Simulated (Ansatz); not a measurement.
# InH (model cell, started as CsCl type): following an unstable mode, part 2 of 2

Aim: this structure of InH (model cell, started as CsCl type) is to be tested for unstable modes, and one is followed downhill.

Ansatz 0.2.0; DFT PBE, scalar-relativistic, plane waves, PAW.

So far, highest frequency on the path or at a solved wavevector (cm⁻¹): step 2 (the dispersion) 276. Also lowest frequency on the path (cm⁻¹): step 2 -529.

The structure was built from a prototype and need not be the compound's stable phase.

### Step 5. Energy along the mode, all amplitudes (two of the runs are shown above)

An imaginary frequency means negative curvature, so the energy should fall and then rise again as anharmonic terms take over.

Numbers from this step:

```
depth at the lowest point sampled  : 62.14 meV/atom
largest atomic shift at that point : 0.6 Å
```

Table of energy from the parent by largest atomic shift:

| largest atomic shift (Å) | energy from the parent (meV/atom) |
| --- | --- |
| 0.000 | 0 |
| 0.040 | -0.418 |
| 0.080 | -1.60 |
| 0.140 | -4.60 |
| 0.220 | -10.9 |
| 0.320 | -21.9 |
| 0.450 | -39.6 |
| 0.600 | -62.1 |

Displacement at unit largest shift by atom:

| atom | x (Å) | y (Å) | z (Å) | size |
| --- | --- | --- | --- | --- |
| In1 | 0.00 | -0.01 | 0.00 | 0.01 |
| H2 | 0.00 | 1.00 | 0.00 | 1.00 |

The lowest of the steps tried is the last one, at 0.6 Å, 62.1 meV/atom below the parent; the bottom of the well need not coincide with a step.

### Step 6. Relaxation from the frozen mode

Starting from the lowest point found, all atoms and the cell are let go, so that strain and other modes of the same symmetry can join in.

Input file input.yaml:

```yaml
crystal:
  lattice:
    - [3.1749981601, 0.0, 0.0]
    - [0.0, 3.1749981601, 0.0]
    - [0.0, 0.0, 3.1749981601]
  atoms:
    - { symbol: In, position: [0.0, -0.0016590456, 0.0] }
    - { symbol: H, position: [0.5, 0.6889764875, 0.5] }
kpoints:
  mp_grid: { grid: [12, 12, 12] }
hamiltonian:
  xc: pbe
scf:
  occupations: { method: methfessel_paxton, width: 0.15 }
output:
  forces: true
  stress: true
  eigenvalues: true
  write_density: true
  write_potential: true
  elf: true
  volumetric_format: npy
relax:
  adjacent_minimum: "off"
  f_tol: 0.002
  max_steps: 120
  cell: { stress_tol: 0.03 }
```

Started as:

```sh
> ansatz run input.yaml --threads 4 --pin off --max-ram 7168MiB --backend cpu --events-out ev --progress --plain --runs-dir out
```

Numbers of over 12 decimals in the logs are rounded to 6 here.

The program printed:

```text
[...]
Crystal: 2 atoms, lattice volume = 32.006 Å³
Basis set: ecut = 420 eV, 619 PW (Γ), exchange–correlation on 48×48×48 points (8 copies of the dense FFT grid, shifted against one another)
Bands: 11, of which v1, the nominal top of the filled ones, is band 7 counted from 1 (6 counted from 0)
Symmetry: 8 space group operations
[...]
k-points: 196 of 1728 (time reversal used)
[...]
SCF iter   1: F=—  HF=-5612.729942 eV  |F-HF|=—  |Δ(HF+E_count)|=         —  Δρ=1.22e-3  dr2=8.10e-4  ethr=1.77e-3  ⟨swp⟩=5.0  Hψ=12277  notcnv=0
[...]
SCF iter   6: F=-5612.729285 eV  HF=-5612.729285 eV  |F-HF|=8.61e-8  |Δ(HF+E_count)|=   3.40e-7  S|Δr|=    0.00e0  Δρ=2.23e-5  dr2=9.75e-8  ethr=7.14e-10  ⟨swp⟩=6.8  Hψ=13440  notcnv=0
SCF 1 converged in 6 iterations: F = -5612.729285 eV  dr2 = 9.75e-8
[...]
relax step   1: F+E_penalty+E_count = -5612.72928483 eV  Δ(F+E_penalty+E_count) = +0.000e0 eV  max|allowed force component| = 2.932e-1 eV/Å  Δτ_max = 0.0000 Å  P = +0.754 GPa  Ω = 32.006 Å³  (6 SCF iters, dr2 threshold 1.00e-7 eV, accepted)
Crystal: 2 atoms, lattice volume = 33.890 Å³
Basis set: ecut = 420 eV, 667 PW (Γ), exchange–correlation on 48×48×48 points (8 copies of the dense FFT grid, shifted against one another)
[...]
SCF iter   6: F=-5612.834248 eV  HF=-5612.834248 eV  |F-HF|=3.12e-9  |Δ(HF+E_count)|=   4.92e-9  S|Δr|=    0.00e0  Δρ=6.26e-6  dr2=9.59e-9  ethr=1.43e-9  ⟨swp⟩=8.5  Hψ=13678  notcnv=0
SCF 2 converged in 6 iterations: F = -5612.834248 eV  dr2 = 9.59e-9
relax step   2: F+E_penalty+E_count = -5612.83424799 eV  Δ(F+E_penalty+E_count) = -1.050e-1 eV  max|allowed force component| = 2.122e-1 eV/Å  Δτ_max = 0.1949 Å  P = -0.937 GPa  Ω = 33.890 Å³  energy of the carried Pulay correction = -9.755e-4 eV  (6 SCF iters, dr2 threshold 2.00e-7 eV, accepted)
Crystal: 2 atoms, lattice volume = 33.202 Å³
Basis set: ecut = 420 eV, 651 PW (Γ), exchange–correlation on 48×48×48 points (8 copies of the dense FFT grid, shifted against one another)
[...]
SCF iter   5: F=-5612.907395 eV  HF=-5612.907395 eV  |F-HF|=6.59e-9  |Δ(HF+E_count)|=   7.78e-7  S|Δr|=    0.00e0  Δρ=9.73e-6  dr2=2.05e-8  ethr=1.43e-9  ⟨swp⟩=10.6  Hψ=16852  notcnv=0
SCF 3 converged in 5 iterations: F = -5612.907395 eV  dr2 = 2.05e-8
  Residual-converged pass: ⟨swp⟩=1.0  Hψ=2944  notcnv=0  max |occ|·‖R‖ = 7.0e-9 eV (tolerance 1.0e-8 eV)  dr2=2.05e-8  dr2_onsite=4.76e-9  max |Δocc| = 1.5e-9
relax step   3: F+E_penalty+E_count = -5612.90739490 eV  Δ(F+E_penalty+E_count) = -7.315e-2 eV  max|allowed force component| = 8.826e-2 eV/Å  Δτ_max = 0.1950 Å  P = -0.477 GPa  Ω = 33.202 Å³  energy of the carried Pulay correction = -6.257e-4 eV  (5 SCF iters, dr2 threshold 2.00e-7 eV, accepted)
[...]
relax step   4: F+E_penalty+E_count = -5612.93584355 eV  Δ(F+E_penalty+E_count) = -2.845e-2 eV  max|allowed force component| = 1.634e-2 eV/Å  Δτ_max = 0.1152 Å  P = -0.285 GPa  Ω = 32.250 Å³  energy of the carried Pulay correction = -1.293e-4 eV  (5 SCF iters, dr2 threshold 2.00e-7 eV, accepted)
[...]
relax step   5: F+E_penalty+E_count = -5612.93645681 eV  Δ(F+E_penalty+E_count) = -6.133e-4 eV  max|allowed force component| = 2.228e-3 eV/Å  Δτ_max = 0.0159 Å  P = +0.087 GPa  Ω = 31.987 Å³  energy of the carried Pulay correction = +9.946e-6 eV  (4 SCF iters, dr2 threshold 2.00e-7 eV, accepted)
[...]
relax step   6: F+E_penalty+E_count = -5612.93646064 eV  Δ(F+E_penalty+E_count) = -3.832e-6 eV  max|allowed force component| = 6.820e-5 eV/Å  Δτ_max = 0.0019 Å  P = +0.005 GPa  Ω = 32.043 Å³  energy of the carried Pulay correction = -1.972e-5 eV  (3 SCF iters, dr2 threshold 4.87e-8 eV, accepted)
Basis set: ecut = 420 eV, 649 PW (Γ), exchange–correlation on 48×40×48 points (8 copies of the dense FFT grid, shifted against one another)
[...]
SCF iter   6: F=-5612.936664 eV  HF=-5612.936664 eV  |F-HF|=2.73e-12  |Δ(HF+E_count)|=  1.82e-12  S|Δr|=    0.00e0  Δρ=5.13e-8  dr2=5.86e-13  ethr=1.00e-12  ⟨swp⟩=5.2  Hψ=8410  notcnv=0
SCF 7 converged in 6 iterations: F = -5612.936664 eV  dr2 = 5.86e-13
relax step   7: F+E_penalty+E_count = -5612.93666430 eV  Δ(F+E_penalty+E_count) = -2.037e-4 eV  max|allowed force component| = 5.068e-5 eV/Å  Δτ_max = 0.0000 Å  P = -0.003 GPa  Ω = 32.043 Å³  stress off target by 2.71e-2 GPa  SCF on the basis re-selected at this cell (its energy is not comparable with the rows above)  (6 SCF iters)
basis re-selected at this cell: Δ(F+E_penalty+E_count) = -2.037e-4 eV, ΔP = -0.008 GPa vs the last step (what re-selecting the basis moved, of the pressure what is left beyond the Pulay correction that the steps carried, after the strain that the cell walked since its last selection, with what the two solves' SCF thresholds leave and, on support functions, any second-order correction that the steps lacked; it is no measure of the basis error at this ecutwfc). The dense FFT grid was sized anew with the basis: this SCF ran on 24×20×24 points, the steps before it on 24×24×24, so part of this shift can come from that change (see relax.cell in the input reference). [rest of the remark cut]
SCF converged after 6 iterations
[...]
Free energy (F): -5612.936664 eV
[...]
Internal energy: -5612.935896 eV  (E = F + TS)
E sigma→0 (E₀):  -5612.936472 eV
Entropy (-TS):   -0.000768 eV (-0.384 meV/atom)
Fermi energy:    8.130380 eV
[...]
--- Forces (eV/Å), atoms counted from 1 ---
  atom   1  In    -0.00000000    -0.00005068     0.00000000
  atom   2  H     -0.00000000     0.00005069    -0.00000000
  max |Σ_I F_I| component: 1.60e-8 eV/Å
--- Stress (GPa, compression-positive) ---
        0.009712       0.000000       0.000000
        0.000000      -0.027147      -0.000000
        0.000000      -0.000000       0.009712
  P = ⅓ Tr σ = -0.0026 GPa (-0.026 kbar)
--- Band table (eV; the first three rows and the last of 196) ---
  k-point 0: bands = [... 3 lower, -6.1479, -6.1479, -1.5893, 10.2363, 13.0451, 13.0451, 16.6399, 16.6729]
  k-point 1: bands = [... 3 lower, -6.1541, -6.1474, -1.4895, 9.5751, 13.0493, 13.1589, 16.7530, 17.4135]
  k-point 2: bands = [... 3 lower, -6.1710, -6.1459, -1.1881, 8.1299, 13.1011, 13.4924, 17.0854, 18.8269]
  k-point 195: bands = [... 3 lower, -6.1337, -5.8981, 6.6144, 9.2544, 9.7515, 9.7793, 9.7793, 14.4426]
--- Relaxed structure (6 steps of the walk, 6 accepted, 1 SCFs on fresh bases) ---
  F+E_penalty+E_count = -5612.93666430 eV   max|allowed force component| = 5.068e-5 eV/Å   (the final SCF, on the basis selected at the relaxed cell)
  cell:  # Å, volume = 32.0430 Å³
    - [3.297448, 0, 0]
    - [0, 2.946976, 0.0]
    - [0, 0.0, 3.297448]
  atoms:
    - { symbol: In, position: [0, -0.156327, 0.0] }
    - { symbol: H, position: [0.500000, 0.843645, 0.500000] }
```

Elapsed: 18 s, on 4 threads of Arm Neoverse V1, shared host; peak memory 0.42 GiB.

Relaxation path:

| step | energy less that of the first step (eV) | largest force component (eV/Å) | pressure (GPa) | volume (Å³) |
| --- | --- | --- | --- | --- |
| 1 | 0.0000 | 0.2932 | 0.75 | 32.01 |
| 2 | -0.1050 | 0.2122 | -0.94 | 33.89 |
| 3 | -0.1781 | 0.0883 | -0.48 | 33.20 |
| 4 | -0.2066 | 0.0163 | -0.28 | 32.25 |
| 5 | -0.2072 | 0.0022 | 0.09 | 31.99 |
| 6 | -0.2072 | 0.0001 | 0.01 | 32.04 |
| 7* | -0.2074 | 0.0001 | 0.00 | 32.04 |

Relaxation steps marked * repeat the geometry before them on a plane-wave basis chosen anew for their cell, so energy and pressure can jump there.

The run keeps the 8 symmetry operations that it works with, so distortions that break them were not tested.

| cell as run | before | after | change |
| --- | --- | --- | --- |
| a (Å) | 3.175 | 3.297 | +3.9 % |
| b (Å) | 3.175 | 2.947 | -7.2 % |
| c (Å) | 3.175 | 3.297 | +3.9 % |
| volume (Å³/atom) | 16.00 | 16.02 | +0.1 % |

The atoms that moved most (Å, as changes of fractional coordinates times the final cell):

| atom | dx | dy | dz | length |
| --- | --- | --- | --- | --- |
| In1 | 0.000 | -0.456 | 0.000 | 0.456 |
| H2 | 0.000 | 0.456 | 0.000 | 0.456 |

The relaxed structure:

```xyz
2
Lattice="3.2974 0.0000 0.0000 0.0000 2.9470 0.0000 0.0000 0.0000 3.2974" Properties=species:S:1:pos:R:3 pbc="T T T"
In    0.0000   -0.4607    0.0000
H     1.6487    2.4862    1.6487
```

This step gave:

```
pressure        : -0.002574 GPa
volume per atom : 16.02 Å³
```

ELF in the ac plane at fractional y = 0.844, with atoms of In and H within 0.2 Å of it. It is the smooth field of the valence electrons, not physical close to the nuclei.

Ten even steps from '_' (0.00) to '@' (1.00):
```
______..::::::........::::::..____
____..::::::..::::::::..::::::..__
....::::::::::::::::::::::::::::..
::::::::::::::==++++==::::::::::::
::::::::::::==**%%%%**==::::::::::
::::..::::==##@@@@@@@@##==::::..::
....::::==**@@@@@@@@@@@@**==::::..
....::::++%%@@@@@@@@@@@@%%++::::..
....::::++%%@@@@@@@@@@@@%%++::::..
....::::==**@@@@@@@@@@@@**==::::..
::::..::::==##@@@@@@@@##==::::..::
::::::::::::==**%%%%**==::::::::::
::::::::::::::==++++==::::::::::::
....::::::::::::::::::::::::::::..
____..::::::..::::::::..::::::..__
______..::::::........::::::..____
______..::::::........::::::..____
```
Columns run along a (3.3 Å), rows up along c (3.3 Å). Atoms in or near the plane, at fractional coordinates: In at (0.00, 0.00), H at (0.50, 0.50).

Valence density in the ac plane at fractional y = 0.844, with atoms of In and H within 0.2 Å of it. It is the smooth field of the valence electrons, not physical close to the nuclei.

Ten steps, logarithmic in the rise over the least value, from '_' (0 e/Å³) to '@' (13 e/Å³):
```
@@@@%%**==--..________..--==**%%@@
%%%%##**==::..________..::==**##%%
##****==--....________....--==****
++====--::....________....::--====
----::........................::--
..............::::::::............
__________..::--------::..________
__________..::--++++--::..________
__________..::--++++--::..________
__________..::--------::..________
..............::::::::............
----::........................::--
++====--::....________....::--====
##****==--....________....--==****
%%%%##**==::..________..::==**##%%
@@@@%%**==--..________..--==**%%@@
@@@@%%##++--..________..--++##%%@@
```
Columns run along a (3.3 Å), rows up along c (3.3 Å). Atoms in or near the plane, at fractional coordinates: In at (0.00, 0.00), H at (0.50, 0.50).

Electrostatic potential energy in the ac plane at fractional y = 0.844, with atoms of In and H within 0.2 Å of it. With pseudopotentials it is smooth inside the atoms' cores, unlike the true potential.

Ten even steps from '_' (-36 eV) to '@' (9 eV):
```
______..--**%%@@@@@@@@%%**--..____
______::==##@@@@@@@@@@@@##==::____
....::==**%%@@@@@@@@@@@@%%**==::..
----==**%%@@@@@@@@@@@@@@@@%%**==--
****##%%@@@@@@@@@@@@@@@@@@@@%%##**
%%%%@@@@@@@@@@@@%%%%@@@@@@@@@@@@%%
@@@@@@@@@@@@@@##====##@@@@@@@@@@@@
@@@@@@@@@@@@%%==____==%%@@@@@@@@@@
@@@@@@@@@@@@%%==____==%%@@@@@@@@@@
@@@@@@@@@@@@@@##====##@@@@@@@@@@@@
%%%%@@@@@@@@@@@@%%%%@@@@@@@@@@@@%%
****##%%@@@@@@@@@@@@@@@@@@@@%%##**
----==**%%@@@@@@@@@@@@@@@@%%**==--
....::==**%%@@@@@@@@@@@@%%**==::..
______::==##@@@@@@@@@@@@##==::____
______..--**%%@@@@@@@@%%**--..____
______..--**%%@@@@@@@@%%**--..____
```
Columns run along a (3.3 Å; values clipped at the 3rd and 97th percentile), rows up along c (3.3 Å). Atoms in or near the plane, at fractional coordinates: In at (0.00, 0.00), H at (0.50, 0.50).

The distorted start has space group P4mm; the relaxation ends in P4/mmm.

### Step 7. The new phase in its own primitive cell

The relaxed structure is symmetrised, reduced to its primitive cell and relaxed tightly, as its phonons need.

input.yaml, the sections that differ from step 6:

```yaml
crystal:
  lattice:
    - [3.2974480582, 0.0, 0.0]
    - [0.0, 3.2974480582, 0.0]
    - [0.0, 0.0, 2.9469763594]
  atoms:
    - { symbol: In, position: [0.0, 0.0, 0.0] }
    - { symbol: H, position: [0.5, 0.5, 0.0] }
output:
  forces: true
  stress: true
  eigenvalues: true
relax:
  adjacent_minimum: "off"
  f_tol: 0.001
  max_steps: 60
  cell: { stress_tol: 0.01 }
# kpoints, hamiltonian, scf: as in step 6
```

The program printed:

```text
[...]
Crystal: 2 atoms, lattice volume = 32.043 Å³
Basis set: ecut = 420 eV, 649 PW (Γ), exchange–correlation on 48×48×40 points (8 copies of the dense FFT grid, shifted against one another)
Bands: 11, of which v1, the nominal top of the filled ones, is band 7 counted from 1 (6 counted from 0)
Symmetry: 16 space group operations
[...]
k-points: 196 of 1728
[...]
k-point 195: bands = [... 3 lower, -6.1330, -5.8965, 6.6170, 9.2530, 9.7547, 9.7829, 9.7829, 14.4440]
--- Relaxed structure (2 steps of the walk, 2 accepted, 1 SCFs on fresh bases) ---
[...]
cell:  # Å, volume = 32.0395 Å³
    - [3.297828, 0.0, 0.0]
    - [0.0, 3.297828, 0.0]
    - [0.0, 0.0, 2.945976]
  atoms:
    - { symbol: In, position: [0.0, 0.0, 0.0] }
    - { symbol: H, position: [0.500000, 0.500000, 0.0] }
[key lines of the parts left out:]
SCF converged after 5 iterations
Free energy (F): -5612.936663 eV
Fermi energy:    8.130517 eV
P = ⅓ Tr σ = -0.0020 GPa (-0.020 kbar)
```

Wall time 4.3 s (4 threads); peak memory 0.38 GiB; 14 s of CPU time.

Little changed from the start: no atom moved by 0.005 Å and no cell edge by 0.1 %.

This step gave:

| Item | Value |
| --- | --- |
| pressure | -0.002011 GPa |

The forces vanish by symmetry and the pressure is -0.002 GPa, within the tolerances set. The cell now holds 16.02 Å³/atom.

### Step 8. Modes of the new phase

A relaxed structure may still be a saddle point, so its zone-centre modes are computed. No field response is asked, since the mesh shows no gap.

input.yaml, the sections that differ from step 7:

```yaml
crystal:
  lattice:
    - [3.2978278027, 0.0, 0.0]
    - [0.0, 3.2978278027, 0.0]
    - [0.0, 0.0, 2.9459759696]
  atoms:
    - { symbol: In, position: [0.0, 0.0, 0.0] }
    - { symbol: H, position: [0.5, 0.5, 0.0] }
output:
  eigenvalues: true
phonons:
  method: dfpt
# kpoints, hamiltonian, scf: as in step 7
# relax: removed
```

The program printed:

```text
zone centre: on kpoints.mp_grid the ground state, and the responses unless they are solved on pairs of k-points, stand on 343 of the mesh's 1728 k-points, reduced under 8 symmetry operations, with k and −k counted as one. Each operation leaves every solved displacement unchanged or reverses it
[...]
Crystal: 2 atoms, lattice volume = 32.039 Å³
Basis set: ecut = 420 eV, 649 PW (Γ), exchange–correlation on 48×48×40 points (8 copies of the dense FFT grid, shifted against one another)
Bands: 11, of which v1, the nominal top of the filled ones, is band 7 counted from 1 (6 counted from 0)
Symmetry: 16 space group operations
k-points: 343 of 1728 (irreducible under 8 space group operations)
[...]
SCF iter   1: F=—  HF=-5612.942002 eV  |F-HF|=—  |Δ(HF+E_count)|=         —  Δρ=5.33e-3  dr2=1.36e-2  ethr=1.77e-3  ⟨swp⟩=5.0  Hψ=21508  notcnv=0
[...]
SCF iter   8: F=-5612.936663 eV  HF=-5612.936663 eV  |F-HF|=9.09e-13  |Δ(HF+E_count)|=  8.19e-11  S|Δr|=    0.00e0  Δρ=6.41e-8  dr2=1.38e-12  ethr=1.00e-12  ⟨swp⟩=4.8  Hψ=17017  notcnv=0
SCF 1 converged in 8 iterations: F = -5612.936663 eV  dr2 = 1.38e-12
[...]
DFPT response loops at Γ: preconditioner auto → Kerker (q_TF=auto, 2.377 Å⁻¹) (partly filled bands, converged f_vac=0.000); β = 1.00, the filter's whole step (`scf.mixing.beta` (0.50) is not read by the response loops under this deck's `scf.mixing.preconditioner`; to damp them name `kerker` or `kerker_dos`, under which they read `scf.mixing.beta`, and type it under 1.00, their step now; both keys bind the ground state too); Broyden in place of MSR1
SCF converged after 8 iterations
[...]
Free energy (F): -5612.936663 eV
[...]
Internal energy: -5612.935901 eV  (E = F + TS)
E sigma→0 (E₀):  -5612.936473 eV
Entropy (-TS):   -0.000762 eV (-0.381 meV/atom)
Fermi energy:    8.130517 eV
[...]
--- Band table (eV; the first three rows and the last of 343) ---
  k-point 0: bands = [... 3 lower, -6.1467, -6.1467, -1.5883, 10.2353, 13.0427, 13.0427, 16.6522, 16.6709]
  k-point 1: bands = [... 3 lower, -6.1664, -6.1664, -1.4709, 10.1860, 13.1841, 13.1841, 15.3224, 16.7587]
  k-point 2: bands = [... 3 lower, -6.2196, -6.2196, -1.1174, 9.8658, 13.5653, 13.5955, 13.5955, 17.0233]
  k-point 342: bands = [... 3 lower, -6.1330, -5.8965, 6.6170, 9.2530, 9.7547, 9.7829, 9.7829, 14.4440]
--- Phonons (Γ-DFPT): 4 representative perturbations + reference, on 343 of 1728 k-points (Σ response iterations 12) ---
  k mesh reduced under 8 symmetry operations, with k and −k counted as one. Each operation leaves every solved displacement unchanged or reverses it
  ASR residual: 7.958e-5 → 0.000e0 eV/Å²; symmetrization residual: 1.051e-6 eV/Å²
  ASR residual per site (eV/Å²): 7.96e-5 1.50e-5
  Γ frequencies (cm⁻¹): -212.59 -212.59 0.00 0.00 0.00 412.04
  non-analytic LO–TO correction: not included (Born effective charges unavailable; polar crystals: no LO–TO splitting at Γ)
```

Elapsed: 12 s, on 4 threads; peak memory 0.63 GiB.

Numbers from this step:

```yaml
sum_rule_residual_before_enforcement: 7.96e-5 eV/Å²
point_group: 4/mmm
highest_optical_mode_at_the_zone_centre_no_lo_to_term: 412.0 cm⁻¹
lowest_optical_zone_centre_mode: -212.6 cm⁻¹
```

Patterns of degenerate modes are one choice out of their space. Modes at Γ, with each element's share of the kinetic energy (negative means imaginary):

| mode | frequency (cm⁻¹) | symmetry | In % | H % |
| --- | --- | --- | --- | --- |
| 1 | -212.6 | Eu | 1 | 99 |
| 2 | -212.6 | Eu | 1 | 99 |
| 3 | 0.0 | acoustic | 99 | 1 |
| 4 | 0.0 | acoustic | 99 | 1 |
| 5 | 0.0 | acoustic | 99 | 1 |
| 6 | 412.0 | A2u | 1 | 99 |

Displacements in mode 2 (-212.6 cm⁻¹), the largest set to 1:
```
In1  0.00 -0.01  0.00
H2   0.00  1.00  0.00
```

Displacements in mode 6 (412.0 cm⁻¹), the largest set to 1:
```
In1  0.00  0.00 -0.01
H2   0.00  0.00  1.00
```

Before it was imposed, the acoustic sum rule was missed by 8.0e-5 eV/Å². Small misses are needed for a sound result but don't prove that mesh and cutoff are converged. The lowest optical mode is imaginary, 212.6i cm⁻¹, so the energy falls along it.

### Step 9. Summary of results

| Item | Value |
| --- | --- |
| unstable mode of the parent | q = (0, 0, 0), 529i cm⁻¹ |
| depth at the lowest point sampled | 62.1 meV/atom |
| largest atomic shift at that point | 0.6 Å |
| space group reached (within 0.01 Å) | P4/mmm |
| energy gained over the parent (first relaxation, on the mesh of the frozen mode) | 166 meV/atom |
| volume per atom, phase reached | 16.0 Å³ |
| lowest optical zone-centre mode, phase reached | -213 cm⁻¹ |
| highest optical mode at the zone centre (no LO-TO term), phase reached | 412 cm⁻¹ |

**Reading.** Along this mode the structure falls into P4/mmm, 166 meV/atom below the parent. At the parent's cell the well is 62.14 meV/atom deep on the steps tried, with its lowest point at a shift of 0.6 Å. That is the last step tried, so the steps alone don't bracket the bottom of the well. Relaxing atoms and cell changes the gain by +103.65 meV/atom against the lowest step (energies at zero smearing). Most of the total comes from this relaxation. The new phase still has an imaginary mode at the zone centre of its cell, so it is a saddle point on the way to a lower structure. Of the 4 patterns followed to their end from this parent, this one ends 105 meV/atom above the lowest, P6/mmm. Each path keeps the symmetry of its pattern, so a lower phase may lie along a pattern not tried. With no gap, or one that is small against the smearing, the frequencies hang on the k mesh and the smearing, most of all near Kohn anomalies. A phonon run warned that its eigensolver left some bands unconverged in a pass. The starting cell was built on a prototype and not taken from a measurement, so the phase need not exist.

[Logs are printed without paths, hosts, clocks, repeated set-up lines and the standing remarks that a program may print on its own settings, such as how far it seeks lower states.]

[Hosts, paths, dates, database ids (printed as entryN), source tags and the programs' standing remarks are cut or masked in the printed files.]
